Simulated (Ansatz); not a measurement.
An input for Ansatz 0.2.0 (Cs2AgBiBr6 (Fm-3m)):

```yaml
crystal:
  lattice:
    - [0.0, 5.6161, 5.6161]
    - [5.6161, 0.0, 5.6161]
    - [5.6161, 5.6161, 0.0]
  atoms:
    - { symbol: Cs, position: [0.25, 0.25, 0.25] }
    - { symbol: Cs, position: [0.75, 0.75, 0.75] }
    - { symbol: Ag, position: [0.5, 0.5, 0.5] }
    - { symbol: Bi, position: [0.0, 0.0, 0.0] }
    - { symbol: Br, position: [0.25055, 0.74945, 0.25055] }
    - { symbol: Br, position: [0.25055, 0.74945, 0.74945] }
    - { symbol: Br, position: [0.74945, 0.25055, 0.74945] }
    - { symbol: Br, position: [0.74945, 0.25055, 0.25055] }
    - { symbol: Br, position: [0.25055, 0.25055, 0.74945] }
    - { symbol: Br, position: [0.74945, 0.74945, 0.25055] }
kpoints:
  mp_grid: { grid: [4, 4, 4] }
  band_path:
    path:
      - [0.0, 0.0, 0.0]
      - [0.5, 0.0, 0.5]
      - [0.625, 0.25, 0.625]
      - [0.375, 0.375, 0.75]
      - [0.5, 0.5, 0.5]
      - [0.5, 0.25, 0.75]
      - [0.5, 0.4, 0.6]
    npoints: 1
hamiltonian:
  xc: r2scan
scf:
  occupations: { method: fixed }
  n_extra_bands: 14
magnetization:
  noncollinear: true
  spin_orbit: true
output:
  eigenvalues: true
```

```sh
ansatz run input.yaml --threads 3 --pin off --max-ram 92160MiB --backend cuda --events-out ev --progress --plain --runs-dir out --devices 1 --max-vram 13GiB
```

Q: How long will it take on 1 × NVIDIA H100 80GB HBM3 (shared by 6 runs) with 3 threads of AMD EPYC 7R13 (Zen 3), shared host, and how much memory?

It took 15 s; on shared hardware allow 7.6 s to 30 s. Peak host memory was 2.0 GiB. The sizes that set the cost: 9089 plane waves a state, 8 irreducible k points and 9 SCF cycles.

[Paths, hosts, dates, memory and timing lines, banners, echoed tables and standing remarks are left out of the program output.]

[Logs are printed without paths, hosts, clocks, repeated set-up lines and the standing remarks that a program may print on its own settings, such as how far it seeks lower states.]

[Runs of the session that timed out or met a known fault of the program may be left out.]

[Cells called generated may have been cut or substituted from an entry of the Crystallography Open Database or the Materials Project.]

[Hosts, paths, dates, database ids (printed as entryN), source tags and the programs' standing remarks are cut or masked in the printed files.]
